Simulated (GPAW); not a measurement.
# Screening of a field by Ca/Y(0001)

Aim: the dipole that a field along the normal induces in Ca/Y(0001).

Main program and level: GPAW 26.7.0; GPAW, PAW setups; slab in vacuum.

### Step 1. Starting point

The cell holds 5 atoms: 4 Y and 1 Ca. Cell: a = 3.650 Å, b = 3.650 Å, c = 27.815 Å, α = 90.0°, β = 90.0°, γ = 60.0°. Vacuum lies along c.

### Step 2. Relaxation

Forces are removed first; all later runs use this geometry. The lowest 2 atoms are held at bulk positions and keep their forces.

File run.py:

```python
import json
import numpy as np
from ase import Atoms
from ase.constraints import FixAtoms
from ase.optimize import BFGS
from gpaw import GPAW, PW

slab = Atoms(
    ['Y', 'Y', 'Y', 'Y', 'Ca'],
    positions=[
        [3.65000, 2.10733, 8.00000],
        [0.00000, 0.00000, 10.86707],
        [3.65000, 2.10733, 13.73415],
        [0.00000, 0.00000, 16.60122],
        [3.65000, 2.10733, 19.81492]],
    cell=[[3.65, 0.0, 0.0], [1.825, 3.16099, 0.0], [0.0, 0.0, 27.81492]],
    pbc=[True, True, False])

slab.calc = GPAW(mode=PW(400), xc='PBE', kpts={'size': (10, 10, 1), 'gamma': True},
                 occupations={'name': 'fermi-dirac', 'width': 0.1}, nbands='140%',
                 convergence={'density': 0.0001}, maxiter=200,
                 poissonsolver={'dipolelayer': 'xy'},
                 symmetry={'tolerance': 1e-3, 'extra_ids': [1, 1, 0, 0, 0]}, txt='slab.txt')
result = {}
slab.set_constraint(FixAtoms([0, 1]))
path = []
opt = BFGS(slab, maxstep=0.2)
opt.attach(lambda: path.append((slab.get_potential_energy(), slab.positions.tolist(), slab.get_forces().tolist())))
result['relaxed'] = bool(opt.run(fmax=0.05, steps=30))
result['path'] = path
energy = slab.get_potential_energy()
fermi = slab.calc.get_fermi_level()
v = slab.calc.get_electrostatic_potential().mean((0, 1)) - fermi
n = slab.calc.get_pseudo_density().mean((0, 1))
L = slab.cell[2, 2]
z = np.arange(len(v)) * L / len(v)
low, high = slab.positions[:, 2].min(), slab.positions[:, 2].max()
below, above = np.interp([low - 5.8, high + 5.8], z, v)
slopes = [np.interp(x, z, np.gradient(v, z)) for x in (low - 5.8, high + 5.8)]
eps = np.array([[slab.calc.get_eigenvalues(k, s) for k in range(len(slab.calc.get_ibz_k_points()))]
                for s in range(slab.calc.get_number_of_spins())]) - fermi
top, bottom = eps[eps < 0].max(), eps[eps > 0].min()
dipole = slab.get_dipole_moment()[2]
print(f'energy {energy:.4f} eV, Fermi level {fermi:.4f} eV, dipole {dipole:.5f} e A')
print(f'potential 5.8 A off the faces, from the Fermi level: lower {below:.4f} eV, upper {above:.4f} eV')
print(f'slope of the potential there: lower {slopes[0]:.5f}, upper {slopes[1]:.5f} eV/A')
print(f'nearest levels on the mesh: {top:.4f} and {bottom:.4f} eV')
print('magnetic moment', round(slab.get_magnetic_moment(), 3))
result.update(energy=energy, fermi=fermi, dipole=dipole, below=below, above=above, slopes=slopes, edges=[top, bottom],
              z=z.tolist(), v=v.tolist(), n=n.tolist(), positions=slab.positions.tolist(),
              forces=slab.get_forces(apply_constraint=False).tolist(), moments=slab.get_magnetic_moments().tolist())
json.dump(result, open('result.json', 'w'))
```

Run with:

```bash
> OMP_NUM_THREADS=1 OPENBLAS_NUM_THREADS=1 python run.py
```

The program printed:

```text
Step          Energy          fmax
BFGS:    0      -19.630953        0.166122
BFGS:    1      -19.631560        0.158889
BFGS:    2      -19.640578        0.116282
BFGS:    3      -19.644951        0.054321
BFGS:    4      -19.645347        0.035980
energy -19.4670 eV, Fermi level 1.6865 eV, dipole 0.01214 e A
potential 5.8 A off the faces, from the Fermi level: lower 3.3663 eV, upper 3.1764 eV
slope of the potential there: lower -0.00084, upper 0.00127 eV/A
nearest levels on the mesh: -0.0144 and 0.0054 eV
magnetic moment 0.0
```

Wall time 8.5 min (1 thread of Arm Neoverse V2, shared host); peak memory 0.26 GiB.

Step by step:

```
step  energy less that of the first step (eV)  largest force (eV/Å)
   1                                   0.0000                0.1661
   2                                  -0.0005                0.1589
   3                                  -0.0084                0.1163
   4                                  -0.0115                0.0543
   5                                  -0.0121                0.0360
```

The atoms that moved most (Å):

```
atom     dx     dy      dz  length
 Ca5  0.000  0.000  -0.109   0.109
  Y3  0.000  0.000   0.065   0.065
  Y4  0.000  0.000   0.042   0.042
```

The relaxed structure:

```xyz
5
Lattice="3.6500 0.0000 0.0000 1.8250 3.1610 0.0000 0.0000 0.0000 27.8149" Properties=species:S:1:pos:R:3
Y     3.6500    2.1073    8.0000
Y     0.0000    0.0000   10.8671
Y     3.6500    2.1073   13.7993
Y     0.0000    0.0000   16.6437
Ca    3.6500    2.1073   19.7055
```

Numbers from this step:

| Item | Value |
| --- | --- |
| dipole along the normal | 0.01214 e·Å |
| levels nearest the Fermi level on the mesh | -0.01436, 0.005432 eV from the Fermi level |
| upper work function | 3.176 eV |
| lower work function | 3.366 eV |

The electrostatic potential energy of an electron (without an applied field's), less the Fermi level, planar mean oscillates, so the rows of the table below give means over windows of 2.88 Å about each position, cut where the curve ends. Its maxima inside the range that stand out by 2 % of the span (Å: eV): 9.5: 0.936, 12.4: 0.962, 15.2: 0.764, 18.2: 1.32. Its minima: 8.0: -17.6, 10.8: -17.2, 13.8: -17.4, 16.7: -17.4, 19.7: -14.1.

Table of electrostatic potential energy of an electron (without an applied field's), less the Fermi level, planar mean by z; means over each step:

z (Å), electrostatic potential energy of an electron (without an applied field's), less the Fermi level, planar mean (eV) and a bar from the least value:
```
     1.44        3.4 ##############################
     4.32        3.3 ##############################
     7.20       -5.7 ##
    10.08       -6.3 #
    12.96       -6.2 #
    15.84       -6.5 
    18.72       -4.5 ######
    21.60        0.9 ######################
    24.48        3.2 #############################
    27.36        3.2 #############################
```

The pseudo valence density, planar mean oscillates, so the rows of the table below give means over windows of 2.88 Å about each position, cut where the curve ends. Its maxima inside the range that stand out by 2 % of the span (Å: e/Å³): 8.0: 0.792, 10.9: 0.787, 13.8: 0.795, 16.7: 0.790, 19.8: 0.804. Its minima: 9.5: 0.103, 12.4: 0.0945, 15.2: 0.103, 18.3: 0.0737.

The pseudo valence density, planar mean by z; means over each step:

| z (Å) | pseudo valence density, planar mean (e/Å³) |
| --- | --- |
| 1.44 | 6.5e-6 |
| 4.32 | 0.00200 |
| 7.20 | 0.286 |
| 10.08 | 0.333 |
| 12.96 | 0.325 |
| 15.84 | 0.335 |
| 18.72 | 0.293 |
| 21.60 | 0.0503 |
| 24.48 | 2.7e-4 |
| 27.36 | 1.9e-6 |

The relaxation lowered the energy of the cell by 0.0121 eV (energies extrapolated to zero smearing; the optimiser's log prints free energies). The largest force left on a free atom is 0.036 eV/Å.

### Step 3. Plane waves, PBE

The work function is the vacuum plateau of the electrostatic potential less the Fermi level; a dipole layer lets the two faces have plateaus of their own.

run.py, as its differences from that of step 2:

```diff
@@ -3,4 +3,2 @@
 from ase import Atoms
-from ase.constraints import FixAtoms
-from ase.optimize import BFGS
 from gpaw import GPAW, PW
@@ -12,5 +10,5 @@
         [0.00000, 0.00000, 10.86707],
-        [3.65000, 2.10733, 13.73415],
-        [0.00000, 0.00000, 16.60122],
-        [3.65000, 2.10733, 19.81492]],
+        [3.65000, 2.10733, 13.79930],
+        [-0.00000, -0.00000, 16.64370],
+        [3.65000, 2.10733, 19.70550]],
     cell=[[3.65, 0.0, 0.0], [1.825, 3.16099, 0.0], [0.0, 0.0, 27.81492]],
@@ -20,12 +18,6 @@
                  occupations={'name': 'fermi-dirac', 'width': 0.1}, nbands='140%',
-                 convergence={'density': 0.0001}, maxiter=200,
+                 convergence={'density': 1e-05}, maxiter=200,
                  poissonsolver={'dipolelayer': 'xy'},
-                 symmetry={'tolerance': 1e-3, 'extra_ids': [1, 1, 0, 0, 0]}, txt='slab.txt')
+                 symmetry={'tolerance': 1e-3}, txt='slab.txt')
 result = {}
-slab.set_constraint(FixAtoms([0, 1]))
-path = []
-opt = BFGS(slab, maxstep=0.2)
-opt.attach(lambda: path.append((slab.get_potential_energy(), slab.positions.tolist(), slab.get_forces().tolist())))
-result['relaxed'] = bool(opt.run(fmax=0.05, steps=30))
-result['path'] = path
 energy = slab.get_potential_energy()
```

The program printed:

```text
energy -19.4670 eV, Fermi level 1.6865 eV, dipole 0.01210 e A
potential 5.8 A off the faces, from the Fermi level: lower 3.3660 eV, upper 3.1765 eV
slope of the potential there: lower -0.00084, upper 0.00127 eV/A
nearest levels on the mesh: -0.0143 and 0.0054 eV
magnetic moment 0.0
```

Run time: 2.4 min. Hardware: 1 thread; peak memory 0.27 GiB.

Numbers from this step:

```yaml
dipole_along_the_normal: 0.01210 e·Å
levels_nearest_the_fermi_level_on_the_mesh: -0.01434, 0.005413 eV from the Fermi level
upper_work_function: 3.177 eV
```

The electrostatic potential energy of an electron (without an applied field's), less the Fermi level, planar mean oscillates, so the rows of the table below give means over windows of 2.88 Å about each position, cut where the curve ends. Its maxima inside the range that stand out by 2 % of the span (Å: eV): 9.5: 0.936, 12.4: 0.962, 15.2: 0.764, 18.2: 1.32. Its minima: 8.0: -17.6, 10.8: -17.2, 13.8: -17.4, 16.7: -17.4, 19.7: -14.1.

Table of electrostatic potential energy of an electron (without an applied field's), less the Fermi level, planar mean by z; means over each step:

| z (Å) | electrostatic potential energy of an electron (without an applied field's), less the Fermi level, planar mean (eV) |
| --- | --- |
| 1.44 | 3.36 |
| 4.32 | 3.27 |
| 7.20 | -5.70 |
| 10.08 | -6.28 |
| 12.96 | -6.18 |
| 15.84 | -6.45 |
| 18.72 | -4.47 |
| 21.60 | 0.904 |
| 24.48 | 3.16 |
| 27.36 | 3.18 |

The pseudo valence density, planar mean oscillates, so the rows of the table below give means over windows of 2.88 Å about each position, cut where the curve ends. Its maxima inside the range that stand out by 2 % of the span (Å: e/Å³): 8.0: 0.792, 10.9: 0.787, 13.8: 0.795, 16.7: 0.790, 19.8: 0.804. Its minima: 9.5: 0.103, 12.4: 0.0945, 15.2: 0.103, 18.3: 0.0737.

Pseudo valence density, planar mean against z; means over each step:

```csv
z (Å),"pseudo valence density, planar mean (e/Å³)"
1.44,6.5e-6
4.32,0.00200
7.20,0.286
10.08,0.333
12.96,0.325
15.84,0.335
18.72,0.293
21.60,0.0503
24.48,2.7e-4
27.36,1.9e-6
```

Force by atom:

| atom | x (eV/Å) | y (eV/Å) | z (eV/Å) | size |
| --- | --- | --- | --- | --- |
| Y1 | 0.000 | 0.000 | 0.185 | 0.185 |
| Y2 | 0.000 | 0.000 | -0.086 | 0.086 |
| Y3 | 0.000 | 0.000 | -0.036 | 0.036 |
| Y4 | 0.000 | 0.000 | -0.029 | 0.029 |
| Ca5 | 0.000 | 0.000 | -0.033 | 0.033 |

The potential is flat to 0.001 eV/Å where it is read, so the vacuum is wide enough.

### Step 4. Field on

A uniform field along the normal polarises the slab; the atoms stay fixed, so this is the electronic response alone.

run.py, as its differences from that of step 3:

```diff
@@ -4,2 +4,3 @@
 from gpaw import GPAW, PW
+from gpaw.external import ConstantElectricField
 
@@ -20,2 +21,3 @@
                  poissonsolver={'dipolelayer': 'xy'},
+                 external=ConstantElectricField(-0.2, [0, 0, 1]),
                  symmetry={'tolerance': 1e-3}, txt='slab.txt')
```

The program printed:

```text
energy -19.4874 eV, Fermi level 1.6801 eV, dipole -0.20833 e A
potential 5.8 A off the faces, from the Fermi level: lower 1.6535 eV, upper 4.9199 eV
slope of the potential there: lower -0.00080, upper 0.00284 eV/A
nearest levels on the mesh: -0.0139 and 0.0053 eV
magnetic moment 0.0
```

Elapsed: 8.3 min, on 1 thread; peak memory 0.5 GiB.

This step gave:

* dipole along the normal: -0.2083 e·Å
* levels nearest the Fermi level on the mesh: -0.01391, 0.005281 eV from the Fermi level
* potential below the slab, the applied field's own ramp left out: 1.654 eV from the Fermi level
* potential above the slab, the applied field's own ramp left out: 4.920 eV from the Fermi level

The electrostatic potential energy of an electron (without an applied field's), less the Fermi level, planar mean oscillates, so the rows of the table below give means over windows of 2.94 Å about each position, cut where the curve ends. Its maxima inside the range that stand out by 2 % of the span (Å: eV): 9.5: 0.0458, 12.4: 0.652, 15.2: 1.03, 18.2: 2.19, 26.7: 4.92. Its minima: 8.0: -18.8, 10.8: -17.8, 13.8: -17.4, 16.7: -16.8, 19.7: -13.0.

Electrostatic potential energy of an electron (without an applied field's), less the Fermi level, planar mean against z; means over each step:

| z (Å) | electrostatic potential energy of an electron (without an applied field's), less the Fermi level, planar mean (eV) |
| --- | --- |
| 1.47 | 1.76 |
| 4.41 | 1.56 |
| 7.35 | -7.29 |
| 10.29 | -6.92 |
| 13.23 | -6.30 |
| 16.17 | -5.87 |
| 19.11 | -3.58 |
| 22.05 | 3.67 |
| 24.99 | 4.91 |

Force by atom:

| atom | x (eV/Å) | y (eV/Å) | z (eV/Å) | size |
| --- | --- | --- | --- | --- |
| Y1 | 0.000 | 0.000 | 0.186 | 0.186 |
| Y2 | 0.000 | 0.000 | -0.090 | 0.090 |
| Y3 | 0.000 | 0.000 | -0.035 | 0.035 |
| Y4 | 0.000 | 0.000 | -0.039 | 0.039 |
| Ca5 | 0.000 | 0.000 | -0.022 | 0.022 |

The dipole is now -0.208 e Å, against 0.012 in the run without a field.

### Step 5. In a field

run.py, as its differences from that of step 4:

```diff
@@ -21,3 +21,3 @@
                  poissonsolver={'dipolelayer': 'xy'},
-                 external=ConstantElectricField(-0.2, [0, 0, 1]),
+                 external=ConstantElectricField(-0.1, [0, 0, 1]),
                  symmetry={'tolerance': 1e-3}, txt='slab.txt')
```

The program printed:

```text
energy -19.4717 eV, Fermi level 1.6849 eV, dipole -0.09808 e A
potential 5.8 A off the faces, from the Fermi level: lower 2.5058 eV, upper 4.0435 eV
slope of the potential there: lower -0.00078, upper 0.00191 eV/A
nearest levels on the mesh: -0.0142 and 0.0053 eV
magnetic moment 0.0
```

Wall time 7.8 min (1 thread); peak memory 0.5 GiB.

This step gave:

| Property | Result |
| --- | --- |
| dipole along the normal | -0.09808 e·Å |
| levels nearest the Fermi level on the mesh | -0.01416, 0.005334 eV from the Fermi level |
| potential below the slab, the applied field's own ramp left out | 2.506 eV from the Fermi level |
| potential above the slab, the applied field's own ramp left out | 4.043 eV from the Fermi level |

The electrostatic potential energy of an electron (without an applied field's), less the Fermi level, planar mean oscillates, so the rows of the table below give means over windows of 2.88 Å about each position, cut where the curve ends. Its maxima inside the range that stand out by 2 % of the span (Å: eV): 9.5: 0.491, 12.4: 0.807, 15.2: 0.900, 18.2: 1.76, 26.7: 4.05. Its minima: 8.0: -18.2, 10.8: -17.5, 13.8: -17.4, 16.7: -17.1, 19.7: -13.5.

The electrostatic potential energy of an electron (without an applied field's), less the Fermi level, planar mean by z; means over each step:

| z (Å) | electrostatic potential energy of an electron (without an applied field's), less the Fermi level, planar mean (eV) |
| --- | --- |
| 1.44 | 2.56 |
| 4.32 | 2.42 |
| 7.20 | -6.38 |
| 10.08 | -6.66 |
| 12.96 | -6.28 |
| 15.84 | -6.26 |
| 18.72 | -3.98 |
| 21.60 | 1.67 |
| 24.48 | 4.03 |
| 27.36 | 4.00 |

Force by atom:

```
atom  x (eV/Å)  y (eV/Å)  z (eV/Å)   size
  Y1     0.000     0.000     0.186  0.186
  Y2     0.000     0.000    -0.088  0.088
  Y3     0.000     0.000    -0.036  0.036
  Y4     0.000     0.000    -0.034  0.034
 Ca5     0.000     0.000    -0.028  0.028
```

The dipole is now -0.0981 e Å, against 0.012 in the run without a field.

### Step 6. Field on

run.py, as its differences from that of step 5:

```diff
@@ -21,3 +21,3 @@
                  poissonsolver={'dipolelayer': 'xy'},
-                 external=ConstantElectricField(-0.1, [0, 0, 1]),
+                 external=ConstantElectricField(-0.05, [0, 0, 1]),
                  symmetry={'tolerance': 1e-3}, txt='slab.txt')
```

The program printed:

```text
energy -19.4680 eV, Fermi level 1.6860 eV, dipole -0.04303 e A
potential 5.8 A off the faces, from the Fermi level: lower 2.9348 eV, upper 3.6093 eV
slope of the potential there: lower -0.00079, upper 0.00157 eV/A
nearest levels on the mesh: -0.0143 and 0.0053 eV
magnetic moment 0.0
```

Wall time 7.9 min (1 thread); peak memory 0.5 GiB.

The electrostatic potential energy of an electron (without an applied field's), less the Fermi level, planar mean oscillates, so the rows of the table below give means over windows of 2.88 Å about each position, cut where the curve ends. Its maxima inside the range that stand out by 2 % of the span (Å: eV): 9.5: 0.713, 12.4: 0.884, 15.2: 0.832, 18.2: 1.54. Its minima: 8.0: -17.9, 10.8: -17.4, 13.8: -17.4, 16.7: -17.2, 19.7: -13.8.

The electrostatic potential energy of an electron (without an applied field's), less the Fermi level, planar mean by z; means over each step:

| z (Å) | electrostatic potential energy of an electron (without an applied field's), less the Fermi level, planar mean (eV) |
| --- | --- |
| 1.44 | 2.96 |
| 4.32 | 2.85 |
| 7.20 | -6.04 |
| 10.08 | -6.47 |
| 12.96 | -6.23 |
| 15.84 | -6.36 |
| 18.72 | -4.23 |
| 21.60 | 1.29 |
| 24.48 | 3.60 |
| 27.36 | 3.59 |

### Step 7. Field on

run.py, as its differences from that of step 6:

```diff
@@ -21,3 +21,3 @@
                  poissonsolver={'dipolelayer': 'xy'},
-                 external=ConstantElectricField(-0.05, [0, 0, 1]),
+                 external=ConstantElectricField(0.05, [0, 0, 1]),
                  symmetry={'tolerance': 1e-3}, txt='slab.txt')
```

The program printed:

```text
energy -19.4688 eV, Fermi level 1.6861 eV, dipole 0.06715 e A
potential 5.8 A off the faces, from the Fermi level: lower 3.7994 eV, upper 2.7461 eV
slope of the potential there: lower -0.00091, upper 0.00102 eV/A
nearest levels on the mesh: -0.0144 and 0.0055 eV
magnetic moment 0.0
```

It took 7.9 min on 1 thread; peak memory 0.5 GiB.

The electrostatic potential energy of an electron (without an applied field's), less the Fermi level, planar mean oscillates, so the rows of the table below give means over windows of 2.88 Å about each position, cut where the curve ends. Its maxima inside the range that stand out by 2 % of the span (Å: eV): 1.1: 3.80, 9.5: 1.16, 12.4: 1.04, 15.2: 0.697, 18.2: 1.10. Its minima: 8.0: -17.3, 10.9: -17.0, 13.8: -17.4, 16.7: -17.5, 19.7: -14.4.

Table of electrostatic potential energy of an electron (without an applied field's), less the Fermi level, planar mean by z; means over each step:

| z (Å) | electrostatic potential energy of an electron (without an applied field's), less the Fermi level, planar mean (eV) |
| --- | --- |
| 1.44 | 3.77 |
| 4.32 | 3.70 |
| 7.20 | -5.36 |
| 10.08 | -6.08 |
| 12.96 | -6.14 |
| 15.84 | -6.55 |
| 18.72 | -4.71 |
| 21.60 | 0.519 |
| 24.48 | 2.73 |
| 27.36 | 2.78 |

### Step 8. Field on

run.py, as its differences from that of step 7:

```diff
@@ -21,3 +21,3 @@
                  poissonsolver={'dipolelayer': 'xy'},
-                 external=ConstantElectricField(0.05, [0, 0, 1]),
+                 external=ConstantElectricField(0.1, [0, 0, 1]),
                  symmetry={'tolerance': 1e-3}, txt='slab.txt')
```

The program printed:

```text
energy -19.4734 eV, Fermi level 1.6848 eV, dipole 0.12224 e A
potential 5.8 A off the faces, from the Fermi level: lower 4.2350 eV, upper 2.3179 eV
slope of the potential there: lower -0.00102, upper 0.00080 eV/A
nearest levels on the mesh: -0.0145 and 0.0055 eV
magnetic moment 0.0
```

Wall time 6.7 min (1 thread); peak memory 0.51 GiB.

The dipole is now 0.122 e Å, against 0.012 in the run without a field.

(Part 1 of 2 ends here.)

[Logs are printed without paths, hosts, clocks, repeated set-up lines and the standing remarks that a program may print on its own settings, such as how far it seeks lower states.]

[Hosts, paths, dates, database ids (printed as entryN), source tags and the programs' standing remarks are cut or masked in the printed files.]
